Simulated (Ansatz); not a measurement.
# Relaxing a frame of liquid (Cs,Li)Cl from 1500 K (108 atoms), part 3 of 3

Wanted: the relaxed structure of a frame of liquid (Cs,Li)Cl from 1500 K (108 atoms) and its electronic structure.

Ansatz 0.2.0; Kohn-Sham DFT, PBE, PAW (set soft_2), plane waves.

The cell: 37 Cs, 17 Li and 54 Cl. The network of bonds at the start is that of the classical potential that made the cell. The ion parameters were fitted for water, not for melts. Only the Γ point is sampled, in a cell whose shortest periodic width is 19 Å. The levels lack spin–orbit coupling.

So far, density (g/cm³): step 4 (local order after relaxation) 1.76.

## Step 5: Single point at the relaxed geometry

The electronic structure is read at the final geometry, in a run of its own.

input.yaml reads:

```yaml
crystal:
  lattice:
    - [18.7257, 0.0, 0.0]
    - [0.0, 18.7257, 0.0]
    - [0.0, 0.0, 18.7257]
  atoms:
    - { symbol: Cs, position: [0.8825, 0.57479, 0.14067] }
    - { symbol: Cs, position: [0.82345, 0.83772, 0.13803] }
    - { symbol: Cs, position: [0.14236, 0.63052, 0.65603] }
    - { symbol: Cs, position: [0.98623, 0.66146, 0.87275] }
    - { symbol: Cs, position: [0.23714, 0.3499, 0.41868] }
    - { symbol: Cs, position: [0.22737, 0.75718, 0.86757] }
    - { symbol: Cs, position: [0.08506, 0.96819, 0.37175] }
    - { symbol: Cs, position: [0.06514, 0.77168, 0.15731] }
    - { symbol: Cs, position: [0.85485, 0.61901, 0.42632] }
    - { symbol: Cs, position: [0.01225, 0.91005, 0.87573] }
    - { symbol: Cs, position: [0.96252, 0.08534, 0.17348] }
    - { symbol: Cs, position: [0.17091, 0.45476, 0.19446] }
    - { symbol: Cs, position: [0.86845, 0.10499, 0.93104] }
    - { symbol: Cs, position: [0.1493, 0.07489, 0.73173] }
    - { symbol: Cs, position: [0.65845, 0.85782, 0.81232] }
    - { symbol: Cs, position: [0.21355, 0.9993, 0.00932] }
    - { symbol: Cs, position: [0.32707, 0.68452, 0.13428] }
    - { symbol: Cs, position: [0.68211, 0.80383, 0.49211] }
    - { symbol: Cs, position: [0.60307, 0.70284, 0.30247] }
    - { symbol: Cs, position: [0.45933, 0.94822, 0.53496] }
    - { symbol: Cs, position: [0.61889, 0.33335, 0.87396] }
    - { symbol: Cs, position: [0.3468, 0.45692, 0.95734] }
    - { symbol: Cs, position: [0.57477, 0.47443, 0.16683] }
    - { symbol: Cs, position: [0.19831, 0.86574, 0.6493] }
    - { symbol: Cs, position: [0.94335, 0.46715, 0.61422] }
    - { symbol: Cs, position: [0.35077, 0.11184, 0.36493] }
    - { symbol: Cs, position: [0.07139, 0.35376, 0.83547] }
    - { symbol: Cs, position: [0.91182, 0.75266, 0.64327] }
    - { symbol: Cs, position: [0.51165, 0.70676, 0.98064] }
    - { symbol: Cs, position: [0.838, 0.32734, 0.06808] }
    - { symbol: Cs, position: [0.63555, 0.19105, 0.13183] }
    - { symbol: Cs, position: [0.70195, 0.48121, 0.55753] }
    - { symbol: Cs, position: [0.47553, 0.72104, 0.68742] }
    - { symbol: Cs, position: [0.23814, 0.76722, 0.34329] }
    - { symbol: Cs, position: [0.58565, 0.95408, 0.29691] }
    - { symbol: Cs, position: [0.88911, 0.35312, 0.29866] }
    - { symbol: Cs, position: [0.73566, 0.59878, 0.78611] }
    - { symbol: Li, position: [0.87533, 0.81977, 0.32386] }
    - { symbol: Li, position: [0.49936, 0.9741, 0.01425] }
    - { symbol: Li, position: [0.36035, 0.34659, 0.22762] }
    - { symbol: Li, position: [0.05296, 0.35266, 0.0453] }
    - { symbol: Li, position: [0.227, 0.14996, 0.18392] }
    - { symbol: Li, position: [0.42417, 0.07977, 0.10593] }
    - { symbol: Li, position: [0.94992, 0.18597, 0.72219] }
    - { symbol: Li, position: [0.39127, 0.16585, 0.97466] }
    - { symbol: Li, position: [0.29557, 0.14347, 0.60801] }
    - { symbol: Li, position: [0.83561, 0.79512, 0.93184] }
    - { symbol: Li, position: [0.24474, 0.28884, 0.02805] }
    - { symbol: Li, position: [0.14165, 0.23447, 0.28187] }
    - { symbol: Li, position: [0.0181, 0.75209, 0.4718] }
    - { symbol: Li, position: [0.44872, 0.31856, 0.09209] }
    - { symbol: Li, position: [0.08673, 0.17092, 0.98458] }
    - { symbol: Li, position: [0.25753, 0.21377, 0.83548] }
    - { symbol: Li, position: [0.27501, 0.95203, 0.22623] }
    - { symbol: Cl, position: [0.28849, 0.01949, 0.60969] }
    - { symbol: Cl, position: [0.9557, 0.07748, 0.7651] }
    - { symbol: Cl, position: [0.99074, 0.42566, 0.12035] }
    - { symbol: Cl, position: [0.83142, 0.76445, 0.81286] }
    - { symbol: Cl, position: [0.90533, 0.80253, 0.45178] }
    - { symbol: Cl, position: [0.26433, 0.24569, 0.26201] }
    - { symbol: Cl, position: [0.17708, 0.64361, 0.2237] }
    - { symbol: Cl, position: [0.5125, 0.39607, 0.01127] }
    - { symbol: Cl, position: [0.46368, 0.19519, 0.06639] }
    - { symbol: Cl, position: [0.83582, 0.91286, 0.96374] }
    - { symbol: Cl, position: [0.76012, 0.45114, 0.17782] }
    - { symbol: Cl, position: [0.32546, 0.35514, 0.10356] }
    - { symbol: Cl, position: [0.82432, 0.20268, 0.19495] }
    - { symbol: Cl, position: [0.32688, 0.25907, 0.92574] }
    - { symbol: Cl, position: [0.14403, 0.18523, 0.87134] }
    - { symbol: Cl, position: [0.67273, 0.62802, 0.44879] }
    - { symbol: Cl, position: [0.90261, 0.71226, 0.25691] }
    - { symbol: Cl, position: [0.03218, 0.05661, 0.00424] }
    - { symbol: Cl, position: [0.85143, 0.43876, 0.45726] }
    - { symbol: Cl, position: [0.58441, 0.85537, 0.64132] }
    - { symbol: Cl, position: [0.67444, 0.43881, 0.74017] }
    - { symbol: Cl, position: [0.26408, 0.94574, 0.34638] }
    - { symbol: Cl, position: [0.1841, 0.18607, 0.07016] }
    - { symbol: Cl, position: [0.27839, 0.20152, 0.71764] }
    [... 24 atom lines left out ...]
    - { symbol: Cl, position: [0.31549, 0.05771, 0.1738] }
    - { symbol: Cl, position: [0.39465, 0.04161, 0.9835] }
    - { symbol: Cl, position: [0.06376, 0.7698, 0.74214] }
    - { symbol: Cl, position: [0.58836, 0.69085, 0.81965] }
    - { symbol: Cl, position: [0.48572, 0.32443, 0.21179] }
    - { symbol: Cl, position: [0.01422, 0.6429, 0.52768] }
kpoints:
  mp_grid: { grid: [1, 1, 1] }
hamiltonian:
  xc: pbe
scf:
  occupations: { method: fixed }
output:
  forces: true
  stress: true
  populations: true
  dos:
    method: { smearing: { sigma: 0.08 } }
    de: 0.1
    projected: { site_lists: { Cl: [Cl], Cs: [Cs], Li: [Li] } }
  eigenvalues: true
  write_density: true
  write_potential: true
  volumetric_format: npy
```

The run is started by

```sh
ansatz run input.yaml --threads 8 --pin off --max-ram 15872MiB --backend cpu --events-out ev --progress --plain --runs-dir out
```

Numbers of over 12 decimals in the logs are rounded to 6 here.

Log:

```text
[...]
Crystal: 108 atoms, lattice volume = 6566.201 Å³
Basis set: ecut = 420 eV, 128395 PW (Γ), exchange–correlation on 256×256×256 points (8 copies of the dense FFT grid, shifted against one another)
Bands: 489, of which v1, the nominal top of the filled ones, is band 381 counted from 1 (380 counted from 0)
Symmetry: 1 space group operations
[...]
k-points: 1
[...]
SCF iter   1: F=—  HF=-271789.026775 eV  |F-HF|=—  |Δ(HF+E_count)|=         —  Δρ=7.65e-4  dr2=1.35e-1  ethr=1.77e-3  ⟨swp⟩=6.0  Hψ=1553  notcnv=0  defer=105
[...]
SCF iter   7: F=-271789.017087 eV  HF=-271789.017087 eV  |F-HF|=1.97e-8  |Δ(HF+E_count)|=   2.42e-7  Δρ=5.73e-7  dr2=1.92e-8  ethr=1.31e-11  ⟨swp⟩=32.0  Hψ=5478  notcnv=0
SCF 1 converged in 7 iterations: F = -271789.017087 eV  dr2 = 1.92e-8
[...]
WARN: The output density's exchange-correlation potential varies sharply where the density is thin. Do not read a vacuum level from v_tot or v_xc, or from such a field of the output density. On a cell that repeats whose density bears no net charge and no dipole along the vacuum's axis use v_es (v_loc + v_h of the components); [...]
SCF converged after 7 iterations
Free energy (F): -271789.017087 eV
[...]
Internal energy: -271789.017087 eV  (E = F + TS)
E sigma→0 (E₀):  -271789.017087 eV
Fermi energy:    -1.294260 eV
[...]
--- Forces (eV/Å), atoms counted from 1 ---
  atom   1  Cs    -0.00256754    -0.00081749    -0.00359851
  atom   2  Cs    -0.00298026    -0.00486195    -0.00233398
  atom   3  Cs    -0.01078221    -0.01046986    -0.00474704
  atom   4  Cs    -0.01190445    -0.00723121     0.00375345
  atom   5  Cs    -0.00415048     0.00024807     0.00524233
  atom   6  Cs    -0.00524724     0.00381593     0.00511645
  atom   7  Cs     0.00242600     0.00294408    -0.00020598
  atom   8  Cs     0.00040532     0.00193178     0.00607954
  atom   9  Cs     0.00004110    -0.00350680    -0.00151599
  atom  10  Cs    -0.00899708     0.00863275     0.00823524
  atom  11  Cs    -0.00232377    -0.00435036     0.00061733
  atom  12  Cs    -0.00420138     0.00477954     0.00853817
  atom  13  Cs    -0.00033400    -0.00039924    -0.00182646
  atom  14  Cs    -0.00616125     0.00695745    -0.00483465
[...]
atom 107  Cl    -0.00916497     0.00713011     0.00013110
  atom 108  Cl     0.01374962     0.00822116     0.00307637
  max |Σ_I F_I| component: 4.34e-5 eV/Å
--- Stress (GPa, compression-positive) ---
       -0.356911       0.030675       0.050061
        0.030675      -0.277567       0.045844
        0.050061       0.045844      -0.282402
  P = ⅓ Tr σ = -0.3056 GPa (-3.056 kbar)
--- Band table (eV) ---
[...]
--- Löwdin populations: 108 sites ---
  site symbol       q [e]
     0     Cs      8.1413
     1     Cs      8.1333
     2     Cs      8.1447
[...]
107     Cl      7.7345
  spilling = 0.004962 (of n_electrons = 762.000000)
```

It took 65 s on 8 threads of Arm Neoverse V2, shared host; peak memory 8 GiB; 8.4 min of CPU time.

The program notes that the exchange-correlation potential is rough where the density is thin.

The run gave:

| Property | Result |
| --- | --- |
| free energy | -271789.0171 eV |
| free energy per atom | -2516.5650 eV/atom |
| SCF cycles | 7 |
| pressure | -0.3056 GPa |
| r.m.s. force component | 0.00659 eV/Å |
| longest force | 0.02892 eV/Å |
| Fermi energy | -1.294 eV |
| gap (highest filled to lowest empty level) | 3.776 eV |
| spilling of the projection | 0.004962 |

Löwdin charges by element and coordination (they lack the spilled electrons, 0.035 e an atom on average):

| element | coordination | atoms | mean charge (e) | spread | least | most |
| --- | --- | --- | --- | --- | --- | --- |
| Cl | all | 54 | -0.740 | 0.0324 | -0.800 | -0.670 |
| Cl | 3 | 7 | -0.763 | 0.022 | -0.800 | -0.728 |
| Cl | 4 | 30 | -0.745 | 0.0334 | -0.780 | -0.674 |
| Cl | 5 | 16 | -0.722 | 0.0255 | -0.758 | -0.670 |
| Cl | 6 | 1 | -0.750 | 0 | -0.750 | -0.750 |
| Cs | all | 37 | 0.855 | 0.0145 | 0.821 | 0.888 |
| Cs | 3 | 2 | 0.883 | 0.0016 | 0.882 | 0.885 |
| Cs | 4 | 15 | 0.861 | 0.0093 | 0.851 | 0.888 |
| Cs | 5 | 16 | 0.850 | 0.0101 | 0.833 | 0.869 |
| Cs | 6 | 4 | 0.833 | 0.0087 | 0.821 | 0.842 |
| Li | all | 17 | 0.714 | 0.0232 | 0.685 | 0.774 |
| Li | 2 | 1 | 0.774 | 0 | 0.774 | 0.774 |
| Li | 3 | 9 | 0.723 | 0.0122 | 0.706 | 0.742 |
| Li | 4 | 7 | 0.693 | 0.0074 | 0.685 | 0.704 |

Density of states as counts of states in windows of 1 eV (from the Fermi level), total and the larger projections:

| from (eV) | to (eV) | total | Cl p | Cs p | Cs s |
| --- | --- | --- | --- | --- | --- |
| -10 | -8 | 0.0 | 0.0 | 0.0 | 0.0 |
| -8 | -7 | 27.6 | 0.3 | 27.2 | 0.1 |
| -7 | -6 | 194.4 | 2.5 | 190.7 | 0.4 |
| -6 | -3 | 0.0 | 0.0 | 0.0 | 0.0 |
| -3 | -2 | 14.3 | 13.1 | 0.1 | 0.1 |
| -2 | -1 | 110.3 | 105.0 | 0.7 | 1.6 |
| -1 | 0 | 198.1 | 191.7 | 2.1 | 2.0 |
| 0 | 1 | 1.3 | 1.3 | 0.0 | 0.0 |
| 1 | 3 | 0.0 | 0.0 | 0.0 | 0.0 |
| 3 | 4 | 2.0 | 0.0 | 0.0 | 1.6 |
| 4 | 5 | 29.4 | 0.9 | 0.2 | 19.7 |

The curve was stored every 0.10 eV, coarse against its broadening of 0.08 eV, so these counts are rough.

With fixed occupations the program's Fermi level is the highest filled level; weight inside the gap is the broadening of levels at its edges.

Between -26 and -10 eV lie 182 more states.

About 35 of the 762 electrons lie in deeper levels, below the stored range.

The levels nearest the highest filled one (over half full), pooled over k-points and spins:

| level less the highest filled one (eV) | occupation |
| --- | --- |
| -0.182 | 2 |
| -0.161 | 2 |
| -0.115 | 2 |
| -0.104 | 2 |
| -0.0787 | 2 |
| 0 | 2 |
| 3.78 | 0 |
| 4.23 | 0 |
| 4.30 | 0 |
| 4.35 | 0 |
| 4.43 | 0 |
| 4.50 | 0 |

Electrostatic potential energy in the ac plane at fractional y = 0.195, with atoms of Cs and Li and Cl within 0.2 Å of it. With pseudopotentials it is smooth inside the atoms' cores, unlike the true potential.

Ten even steps from '0' (-26 eV) to '9' (5 eV), each cell a mean:
```
98733789999999985368999999999960038999899999
99988878999999888788999999999986579998889999
99996100698889999999999999999999999998889999
99997101684147999999999999999999999999999999
99999988986468999999999999999999999999999999
89999999998646999999999999999999999999987668
89999999995000599999999999999999999999985005
89999999998323899999999999999999999999987657
99999999999988999999999999999999999999999999
99999999999988899999999999999999999999999999
99999999999867999999999999999999999999999999
99999999996000499999999999999999999999999999
99999999998312799999999999999999999999999999
99999999999999999999999999999999999999999999
99999999999999888999999999999999999999999999
99999999999999888899999999999999999999999999
99998878999999999999999999999999999999999999
99998778898779999999999999999999999999999999
99999988888889999999999999888899997212799999
99999999887899999999999997532478996000599999
99999999888999999999999985001027999868999999
99999962137999999983127986200158999999999999
99999840006999999960004999877889999999999999
99866887689999988786569999999997689999999999
```
Columns run along a (18.7 Å; values clipped at the 3rd and 97th percentile), rows up along c (18.7 Å). Atoms in or near the plane, at fractional coordinates: Cs at (0.64, 0.13), Li at (0.95, 0.72), Cl at (0.46, 0.07), Cl at (0.82, 0.19), Cl at (0.14, 0.87), Cl at (0.18, 0.07), Cl at (0.28, 0.72), Cl at (0.28, 0.50).

Valence density in the ac plane at fractional y = 0.195, with atoms of Cs and Li and Cl within 0.2 Å of it. It is the smooth field of the valence electrons, not physical close to the nuclei.

Values in e/Å³, 13 rows by 16 columns, each cell a mean:
```
0.1 0.4 0.2 0.0 0.1 0.2 0.2 0.0 0.0 0.0 0.1 1.1 0.4 0.0 0.0 0.1
0.0 0.5 1.3 0.3 0.3 0.1 0.0 0.0 0.0 0.0 0.0 0.1 0.0 0.0 0.0 0.0
0.0 0.1 0.3 0.2 0.6 0.0 0.0 0.0 0.0 0.0 0.0 0.0 0.0 0.0 0.0 0.0
0.0 0.0 0.0 0.3 1.4 0.4 0.0 0.0 0.0 0.0 0.0 0.0 0.0 0.0 0.1 1.4
0.0 0.0 0.0 0.1 0.4 0.1 0.0 0.0 0.0 0.0 0.0 0.0 0.0 0.0 0.0 0.0
0.0 0.0 0.0 0.1 0.4 0.1 0.0 0.0 0.0 0.0 0.0 0.0 0.0 0.0 0.0 0.0
0.0 0.0 0.0 0.3 1.3 0.5 0.0 0.0 0.0 0.0 0.0 0.0 0.0 0.0 0.0 0.0
0.0 0.0 0.0 0.0 0.1 0.1 0.0 0.0 0.0 0.0 0.0 0.0 0.0 0.0 0.0 0.0
0.0 0.0 0.0 0.0 0.1 0.1 0.0 0.0 0.0 0.0 0.0 0.0 0.0 0.0 0.0 0.0
0.0 0.1 0.1 0.2 0.4 0.1 0.0 0.0 0.0 0.0 0.0 0.0 0.1 0.3 0.0 0.0
0.0 0.0 0.0 0.1 0.1 0.0 0.0 0.0 0.0 0.3 0.5 0.1 0.7 1.3 0.2 0.0
0.0 0.0 0.6 0.7 0.0 0.0 0.2 0.8 0.2 0.6 0.7 0.2 0.1 0.1 0.0 0.0
0.1 0.1 0.7 0.7 0.0 0.0 0.3 1.0 0.3 0.0 0.1 0.3 0.1 0.0 0.0 0.1
```
Columns run along a (18.7 Å), rows up along c (18.7 Å). Atoms in or near the plane, at fractional coordinates: Cs at (0.64, 0.13), Li at (0.95, 0.72), Cl at (0.46, 0.07), Cl at (0.82, 0.19), Cl at (0.14, 0.87), Cl at (0.18, 0.07), Cl at (0.28, 0.72), Cl at (0.28, 0.50).

Mean Löwdin charges: Cl -0.74, Cs +0.85, Li +0.71 e (they miss 0.50 % of the electrons, so they add up to more than the cell's charge). The largest share in the top eV of filled states is Cl p (98 % of the projected weight), and in the lowest eV of empty states Cs s (85 % of the projected weight).

The surroundings of Cl92, which has 3 bonded neighbours where the commonest count for Cl is 4, nearest first, numbered as they follow in the input and with coordinates relative to it.

| atom | x | y | z | distance (Å) | bonds | Löwdin charge (e) |
| --- | --- | --- | --- | --- | --- | --- |
| Cl92 | 0.00 | 0.00 | 0.00 | 0.00 | 3 | -0.75 |
| Li40 | 0.72 | -1.79 | -1.26 | 2.30 | 4 | 0.70 |
| Cs5 | -1.59 | -1.73 | 2.32 | 3.30 | 4 | 0.89 |
| Cs12 | -2.83 | 0.24 | -1.88 | 3.41 | 6 | 0.84 |
| Cl60 | -1.08 | -3.68 | -0.62 | 3.88 | 5 | -0.68 |
| Cl66 | 0.07 | -1.63 | -3.59 | 3.94 | 5 | -0.68 |
| Cl107 | 3.07 | -2.20 | -1.56 | 4.09 | 4 | -0.72 |
| Cl61 | -2.71 | 3.77 | -1.34 | 4.83 | 4 | -0.77 |

The column of bonds counts only the pairs Cl-Cs within 4.33 Å, Cl-Li within 3.02 Å; other neighbours, such as metal atoms beside each other in a compound, aren't counted, and periodic images can show an atom twice.

## Step 6: Another try, on a changed input

The input is spoilt on purpose; the run shows how that looks.

input.yaml reads:

```yaml
crystal:
  lattice:
    - [18.7257, 0.0, 0.0]
    - [0.0, 18.7257, 0.0]
    - [0.0, 0.0, 18.7257]
  atoms:
    [... the 108 atom lines of step 2 ...]
kpoints:
  mp_grid: { grid: [1, 1, 1], kspacing: 0.3 }
hamiltonian:
  xc: pbe
scf:
  occupations: { method: fixed }
  max_iter: 80
output:
  forces: true
```

Log:

```text
Error: invalid value for `kpoints.mp_grid.kspacing`: mutually exclusive with `grid` — set one or the other
```

Elapsed: 0.04 s, on 8 threads; peak memory 0.3 GiB; 0.05 s of CPU time.

The input was rejected at the start.

The program's message: “Error: invalid value for `kpoints.mp_grid.kspacing`: mutually exclusive with `grid` — set one or the other”

The fault in the input: both a k-mesh and a spacing (kpoints.mp_grid.kspacing = 0.3). The fix is to take out kpoints.mp_grid.kspacing.

## Step 7: What came out

| Quantity | Value |
| --- | --- |
| energy change in the relaxation | -184.7 meV/atom |
| r.m.s. displacement | 1.594 Å |
| largest displacement | 3.663 Å |
| free energy per atom | -2516.5650 eV/atom |
| pressure | -0.3056 GPa |
| r.m.s. force component | 0.00659 eV/Å |
| gap (highest filled to lowest empty level) | 3.776 eV |
| wall time of the 3 DFT runs | 26 min |

**Reading.** Relaxation lowers the energy by 185 meV/atom and moves atoms by 1.6 Å r.m.s.; the r.m.s. force component goes from 0.45 to 0.0066 eV/Å, the pressure goes from 0.086 to -0.31 GPa, and the gap from 2.45 to 3.78 eV. By the final cutoffs 17 of 191 bonded pairs parted and 53 joined. First to last step the energy falls by 19.944 eV; the largest move, 3.66 Å, is that of Cl95. The Cl-Li bonds change most in mean length: from 2.544 Å (spread 0.200) to 2.360 Å (spread 0.092), and their number from 53 to 57. With the cutoffs above, 56 % of Cl atoms have 4, 43 % of Cs atoms have 5 and 53 % of Li atoms have 3 bonded neighbours. The highest filled and lowest empty levels differ by 3.78 eV (at Γ alone); a semilocal functional tends to put such gaps too low. In a disordered cell it changes from sample to sample and from frame to frame.

Caveats: The network of bonds at the start is that of the classical potential that made the cell; in DFT 17 of its 191 bonded pairs passed out of the cutoffs and 53 came within them.

[Logs are printed without paths, hosts, clocks, repeated set-up lines and the standing remarks that a program may print on its own settings, such as how far it seeks lower states.]

[Hosts, paths, dates, database ids (printed as entryN), source tags and the programs' standing remarks are cut or masked in the printed files.]
